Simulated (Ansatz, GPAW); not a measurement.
# Work function of Cl/Ti(0001) at several levels, part 2 of 3

Wanted: work functions and dipole of Cl/Ti(0001), with the cost of each level.

GPAW 26.7.0 and Ansatz 0.2.0; Ansatz plane waves; slab in vacuum with a dipole correction, relaxation; PAW set soft_1 (the session's first sound run).

So far, upper work function (eV): step 2 (relaxing the atoms) 4.33.

### Step 3. Plane waves, PBE

The work function is the vacuum plateau of the electrostatic potential less the Fermi level; a dipole layer lets the two faces have plateaus of their own.

This step: GPAW, PAW setups; slab in vacuum (GPAW 26.7.0).

The input, run.py:

```python
import json
import numpy as np
from ase import Atoms
from gpaw import GPAW, PW

slab = Atoms(
    ['Ti', 'Ti', 'Ti', 'Ti', 'Cl'],
    positions=[
        [2.95000, 1.70318, 9.00000],
        [-0.00000, -0.00000, 11.34230],
        [2.95000, 1.70318, 13.70880],
        [-0.00000, -0.00000, 15.99972],
        [2.95000, 1.70318, 17.72271]],
    cell=[[2.95, 0.0, 0.0], [1.475, 2.55477, 0.0], [0.0, 0.0, 27.18726]],
    pbc=[True, True, False])

slab.calc = GPAW(mode=PW(400), xc='PBE', kpts={'size': (12, 12, 1), 'gamma': True},
                 occupations={'name': 'fermi-dirac', 'width': 0.1}, nbands='160%',
                 convergence={'density': 1e-05}, maxiter=200,
                 poissonsolver={'dipolelayer': 'xy'},
                 symmetry={'tolerance': 1e-3}, txt='slab.txt')
result = {}
energy = slab.get_potential_energy()
fermi = slab.calc.get_fermi_level()
v = slab.calc.get_electrostatic_potential().mean((0, 1)) - fermi
n = slab.calc.get_pseudo_density().mean((0, 1))
L = slab.cell[2, 2]
z = np.arange(len(v)) * L / len(v)
low, high = slab.positions[:, 2].min(), slab.positions[:, 2].max()
below, above = np.interp([low - 6.8, high + 6.8], z, v)
slopes = [np.interp(x, z, np.gradient(v, z)) for x in (low - 6.8, high + 6.8)]
eps = np.array([[slab.calc.get_eigenvalues(k, s) for k in range(len(slab.calc.get_ibz_k_points()))]
                for s in range(slab.calc.get_number_of_spins())]) - fermi
top, bottom = eps[eps < 0].max(), eps[eps > 0].min()
dipole = slab.get_dipole_moment()[2]
print(f'energy {energy:.4f} eV, Fermi level {fermi:.4f} eV, dipole {dipole:.5f} e A')
print(f'potential 6.8 A off the faces, from the Fermi level: lower {below:.4f} eV, upper {above:.4f} eV')
print(f'slope of the potential there: lower {slopes[0]:.5f}, upper {slopes[1]:.5f} eV/A')
print(f'nearest levels on the mesh: {top:.4f} and {bottom:.4f} eV')
print('magnetic moment', round(slab.get_magnetic_moment(), 3))
result.update(energy=energy, fermi=fermi, dipole=dipole, below=below, above=above, slopes=slopes, edges=[top, bottom],
              z=z.tolist(), v=v.tolist(), n=n.tolist(), positions=slab.positions.tolist(),
              forces=slab.get_forces(apply_constraint=False).tolist(), moments=slab.get_magnetic_moments().tolist())
json.dump(result, open('result.json', 'w'))
```

Run with:

```bash
OMP_NUM_THREADS=1 OPENBLAS_NUM_THREADS=1 python run.py
```

Log:

```text
energy -29.1074 eV, Fermi level 1.0488 eV, dipole 0.00386 e A
potential 6.8 A off the faces, from the Fermi level: lower 4.4082 eV, upper 4.3160 eV
slope of the potential there: lower -0.00005, upper -0.00003 eV/A
nearest levels on the mesh: -0.0214 and 0.0323 eV
magnetic moment 0.0
```

The job ended after 87 s (1 thread of Intel Xeon 6975P-C (Granite Rapids), shared host; peak memory 0.24 GiB).

This run has no spin polarisation, although Ti can carry a moment.

Numbers from this step:

```
dipole along the normal                    : 0.003856 e·Å
levels nearest the Fermi level on the mesh : -0.02137, 0.03233 eV from the Fermi level
upper work function                        : 4.316 eV
lower work function                        : 4.408 eV
```

The electrostatic potential energy of an electron (without an applied field's), less the Fermi level, planar mean oscillates, so the rows of the table below give means over windows of 2.37 Å about each position, cut where the curve ends. Its maxima inside the range that stand out by 2 % of the span (Å: eV): 10.1: -0.205, 12.5: -0.265, 14.9: -0.463, 16.9: -4.47. Its minima: 9.0: -19.6, 11.3: -19.5, 13.7: -19.5, 16.0: -19.7, 17.7: -23.3.

Table of electrostatic potential energy of an electron (without an applied field's), less the Fermi level, planar mean by z; means over each step:

```csv
z (Å),"electrostatic potential energy of an electron (without an applied field's), less the Fermi level, planar mean (eV)"
1.19,4.40
3.56,4.41
5.93,4.25
8.29,-6.62
10.67,-8.25
13.04,-8.23
15.41,-8.65
17.77,-8.21
20.14,4.20
22.52,4.32
24.89,4.32
```

The pseudo valence density, planar mean oscillates, so the rows of the table below give means over windows of 2.27 Å about each position, cut where the curve ends. Its maxima inside the range that stand out by 2 % of the span (Å: e/Å³): 9.1: 1.59, 11.4: 1.55, 13.8: 1.55, 16.0: 1.62, 17.5: 0.659. Its minima: 10.1: 0.191, 12.5: 0.184, 14.9: 0.202, 16.8: 0.377.

Pseudo valence density, planar mean against z; means over each step:

```csv
z (Å),"pseudo valence density, planar mean (e/Å³)"
3.41,1.4e-5
5.68,0.00237
7.95,0.400
10.22,0.655
12.49,0.635
14.76,0.694
17.03,0.732
19.30,0.0959
21.57,6.1e-5
```

Force by atom:

```csv
atom,x (eV/Å),y (eV/Å),z (eV/Å),size
Ti1,0.000,0.000,0.535,0.535
Ti2,0.000,0.000,-0.550,0.550
Ti3,0.000,0.000,-0.001,0.001
Ti4,0.000,0.000,-0.060,0.060
Cl5,0.000,0.000,0.074,0.074
```

The potential is flat to 4.9e-5 eV/Å where it is read, so the vacuum is wide enough. The geometry is the other program's minimum; here the largest force on a free atom is 0.074 eV/Å.

### Step 4. Self-consistent run: xc = "RPBE"

The same geometry under RPBE, to see how far the functional moves the levels against the vacuum.

Edit run.py of step 3 so:

```diff
@@ -16,3 +16,3 @@
 
-slab.calc = GPAW(mode=PW(400), xc='PBE', kpts={'size': (12, 12, 1), 'gamma': True},
+slab.calc = GPAW(mode=PW(400), xc='RPBE', kpts={'size': (12, 12, 1), 'gamma': True},
                  occupations={'name': 'fermi-dirac', 'width': 0.1}, nbands='160%',
```

Log:

```text
energy -27.2104 eV, Fermi level 1.1604 eV, dipole 0.00395 e A
potential 6.8 A off the faces, from the Fermi level: lower 4.2976 eV, upper 4.2032 eV
slope of the potential there: lower -0.00006, upper -0.00003 eV/A
nearest levels on the mesh: -0.0190 and 0.0273 eV
magnetic moment 0.0
```

Wall time 77 s (1 thread); peak memory 0.23 GiB.

Numbers from this step:

```yaml
dipole_along_the_normal: 0.003949 e·Å
levels_nearest_the_fermi_level_on_the_mesh: -0.01902, 0.02726 eV from the Fermi level
upper_work_function: 4.203 eV
lower_work_function: 4.298 eV
```

The electrostatic potential energy of an electron (without an applied field's), less the Fermi level, planar mean oscillates, so the rows of the table below give means over windows of 2.37 Å about each position, cut where the curve ends. Its maxima inside the range that stand out by 2 % of the span (Å: eV): 10.1: -0.312, 12.5: -0.375, 14.9: -0.571, 16.9: -4.59. Its minima: 9.0: -19.7, 11.3: -19.6, 13.7: -19.6, 16.0: -19.8, 17.7: -23.4.

The electrostatic potential energy of an electron (without an applied field's), less the Fermi level, planar mean by z; means over each step:

```csv
z (Å),"electrostatic potential energy of an electron (without an applied field's), less the Fermi level, planar mean (eV)"
1.19,4.29
3.56,4.30
5.93,4.14
8.29,-6.73
10.67,-8.36
13.04,-8.35
15.41,-8.77
17.77,-8.32
20.14,4.09
22.52,4.20
24.89,4.20
```

The pseudo valence density, planar mean oscillates, so the rows of the table below give means over windows of 2.27 Å about each position, cut where the curve ends. Its maxima inside the range that stand out by 2 % of the span (Å: e/Å³): 9.1: 1.60, 11.4: 1.56, 13.8: 1.55, 16.0: 1.62, 17.5: 0.659. Its minima: 10.1: 0.192, 12.5: 0.184, 14.9: 0.202, 16.8: 0.377.

The pseudo valence density, planar mean by z; means over each step:

```csv
z (Å),"pseudo valence density, planar mean (e/Å³)"
3.41,1.6e-5
5.68,0.00235
7.95,0.400
10.22,0.655
12.49,0.635
14.76,0.694
17.03,0.732
19.30,0.0959
21.57,6.5e-5
```

Force by atom:

```csv
atom,x (eV/Å),y (eV/Å),z (eV/Å),size
Ti1,0.000,0.000,0.382,0.382
Ti2,0.000,0.000,-0.547,0.547
Ti3,0.000,0.000,0.001,0.001
Ti4,0.000,0.000,-0.134,0.134
Cl5,0.000,0.000,0.296,0.296
```

The upper face's work function is 4.203 eV, against 4.316 eV in the first plane-wave PBE run at this geometry.

### Step 5. Self-consistent run: xc = "vdW-DF2"

The same geometry under vdW-DF2, to see how far the functional moves the levels against the vacuum (the van der Waals functionals take revPBE setups).

Edit run.py of step 4 so:

```diff
@@ -16,3 +16,3 @@
 
-slab.calc = GPAW(mode=PW(400), xc='RPBE', kpts={'size': (12, 12, 1), 'gamma': True},
+slab.calc = GPAW(mode=PW(400), xc='vdW-DF2', kpts={'size': (12, 12, 1), 'gamma': True},
                  occupations={'name': 'fermi-dirac', 'width': 0.1}, nbands='160%',
```

Log:

```text
energy -219.3776 eV, Fermi level 0.8078 eV, dipole -0.00917 e A
potential 6.8 A off the faces, from the Fermi level: lower 4.6252 eV, upper 4.8459 eV
slope of the potential there: lower -0.00028, upper 0.00001 eV/A
nearest levels on the mesh: -0.0247 and 0.0372 eV
magnetic moment 0.0
```

Wall time 2.6 min (1 thread); peak memory 0.37 GiB.

This step gave:

| Quantity | Value |
| --- | --- |
| dipole along the normal | -0.009166 e·Å |
| levels nearest the Fermi level on the mesh | -0.02469, 0.03722 eV from the Fermi level |
| upper work function | 4.846 eV |
| lower work function | 4.625 eV |

The electrostatic potential energy of an electron (without an applied field's), less the Fermi level, planar mean oscillates, so the rows of the table below give means over windows of 2.37 Å about each position, cut where the curve ends. Its maxima inside the range that stand out by 2 % of the span (Å: eV): 10.1: -0.339, 12.5: -0.369, 14.9: -0.570, 16.9: -4.48. Its minima: 9.0: -19.4, 11.3: -19.3, 13.7: -19.3, 16.0: -19.6, 17.7: -23.1.

Electrostatic potential energy of an electron (without an applied field's), less the Fermi level, planar mean against z; means over each step:

```csv
z (Å),"electrostatic potential energy of an electron (without an applied field's), less the Fermi level, planar mean (eV)"
1.19,4.63
3.56,4.62
5.93,4.43
8.29,-6.50
10.67,-8.25
13.04,-8.22
15.41,-8.66
17.77,-8.00
20.14,4.72
22.52,4.85
24.89,4.85
```

The upper face's work function is 4.846 eV, against 4.316 eV in the first plane-wave PBE run at this geometry.

### Step 6. OptPBE vdW: xc = "optPBE-vdW"

The same geometry under optPBE-vdW, to see how far the functional moves the levels against the vacuum (the van der Waals functionals take revPBE setups).

Edit run.py of step 5 so:

```diff
@@ -16,3 +16,3 @@
 
-slab.calc = GPAW(mode=PW(400), xc='vdW-DF2', kpts={'size': (12, 12, 1), 'gamma': True},
+slab.calc = GPAW(mode=PW(400), xc='optPBE-vdW', kpts={'size': (12, 12, 1), 'gamma': True},
                  occupations={'name': 'fermi-dirac', 'width': 0.1}, nbands='160%',
```

Log:

```text
energy -64.6539 eV, Fermi level 0.8999 eV, dipole -0.00203 e A
potential 6.8 A off the faces, from the Fermi level: lower 4.5505 eV, upper 4.5996 eV
slope of the potential there: lower -0.00004, upper -0.00003 eV/A
nearest levels on the mesh: -0.0284 and 0.0396 eV
magnetic moment 0.0
```

Wall time 95 s (1 thread); peak memory 0.37 GiB.

Numbers from this step:

```
dipole along the normal                    : -0.002026 e·Å
levels nearest the Fermi level on the mesh : -0.02841, 0.03958 eV from the Fermi level
upper work function                        : 4.600 eV
lower work function                        : 4.550 eV
```

The electrostatic potential energy of an electron (without an applied field's), less the Fermi level, planar mean oscillates, so the rows of the table below give means over windows of 2.37 Å about each position, cut where the curve ends. Its maxima inside the range that stand out by 2 % of the span (Å: eV): 10.1: -0.230, 12.5: -0.278, 14.9: -0.473, 16.9: -4.43. Its minima: 9.0: -19.4, 11.3: -19.4, 13.7: -19.4, 16.0: -19.6, 17.7: -23.2.

The electrostatic potential energy of an electron (without an applied field's), less the Fermi level, planar mean by z; means over each step:

z (Å), electrostatic potential energy of an electron (without an applied field's), less the Fermi level, planar mean (eV) and a bar from the least value:
```
     1.19        4.6 ##############################
     3.56        4.5 ##############################
     5.93        4.4 #############################
     8.29       -6.5 #####
    10.67       -8.2 #
    13.04       -8.2 #
    15.41       -8.6 
    17.77       -8.1 #
    20.14        4.5 ##############################
    22.52        4.6 ##############################
    24.89        4.6 ##############################
```

The upper face's work function is 4.600 eV, against 4.316 eV in the first plane-wave PBE run at this geometry.

### Step 7. Real-space grid: mode = "fd"

A real-space grid is a second complete basis, so it checks the plane-wave result.

Edit run.py of step 6 so:

```diff
@@ -3,3 +3,3 @@
 from ase import Atoms
-from gpaw import GPAW, PW
+from gpaw import GPAW
 
@@ -16,3 +16,3 @@
 
-slab.calc = GPAW(mode=PW(400), xc='optPBE-vdW', kpts={'size': (12, 12, 1), 'gamma': True},
+slab.calc = GPAW(mode='fd', h=0.18, xc='PBE', kpts={'size': (12, 12, 1), 'gamma': True},
                  occupations={'name': 'fermi-dirac', 'width': 0.1}, nbands='160%',
```

Log:

```text
energy -29.5505 eV, Fermi level -4.3629 eV, dipole 0.00358 e A
potential 6.8 A off the faces, from the Fermi level: lower 4.4055 eV, upper 4.3202 eV
slope of the potential there: lower -0.00002, upper 0.00000 eV/A
nearest levels on the mesh: -0.0224 and 0.0329 eV
magnetic moment 0.0
```

It took 7.8 min on 1 thread; peak memory 0.99 GiB.

This step gave:

```yaml
dipole_along_the_normal: 0.003578 e·Å
levels_nearest_the_fermi_level_on_the_mesh: -0.02239, 0.03287 eV from the Fermi level
upper_work_function: 4.320 eV
lower_work_function: 4.405 eV
```

The upper face's work function is 4.320 eV, against 4.316 eV in the first plane-wave PBE run at this geometry.

### Step 8. Atomic orbitals: mode = "lcao"

Atom-centred orbitals end a few angstrom from the surface, which tests how much the density's tail matters.

Edit run.py of step 7 so:

```diff
@@ -16,4 +16,4 @@
 
-slab.calc = GPAW(mode='fd', h=0.18, xc='PBE', kpts={'size': (12, 12, 1), 'gamma': True},
-                 occupations={'name': 'fermi-dirac', 'width': 0.1}, nbands='160%',
+slab.calc = GPAW(mode='lcao', basis='dzp', h=0.18, xc='PBE', kpts={'size': (12, 12, 1), 'gamma': True},
+                 occupations={'name': 'fermi-dirac', 'width': 0.1}, nbands='120%',
                  convergence={'density': 1e-05}, maxiter=200,
```

Log:

```text
energy -28.8024 eV, Fermi level -4.3462 eV, dipole 0.00400 e A
potential 6.8 A off the faces, from the Fermi level: lower 4.3939 eV, upper 4.2985 eV
slope of the potential there: lower -0.00000, upper -0.00000 eV/A
nearest levels on the mesh: -0.0211 and 0.0311 eV
magnetic moment 0.0
```

Wall time 20 min (1 thread); peak memory 0.41 GiB.

This step gave:

* dipole along the normal: 0.004002 e·Å
* levels nearest the Fermi level on the mesh: -0.02113, 0.03114 eV from the Fermi level
* upper work function: 4.298 eV
* lower work function: 4.394 eV

The upper face's work function is 4.298 eV, against 4.316 eV in the first plane-wave PBE run at this geometry.

### Step 9. All levels side by side

Times are for 1 thread of Intel Xeon 6975P-C (Granite Rapids), shared host. The series side by side:

```csv
no.,run,upper work function (eV),lower work function (eV),time,memory (GiB)
1,pw,4.316,4.408,87 s,0.24
2,RPBE,4.203,4.298,77 s,0.23
3,vdW DF2,4.846,4.625,2.6 min,0.37
4,optPBE vdW,4.600,4.550,95 s,0.37
5,fd,4.320,4.405,7.8 min,0.99
6,lcao,4.298,4.394,20 min,0.41
```

[end of part 2 of 3]

[Logs are printed without paths, hosts, clocks, repeated set-up lines and the standing remarks that a program may print on its own settings, such as how far it seeks lower states.]

[Hosts, paths, dates, database ids (printed as entryN), source tags and the programs' standing remarks are cut or masked in the printed files.]
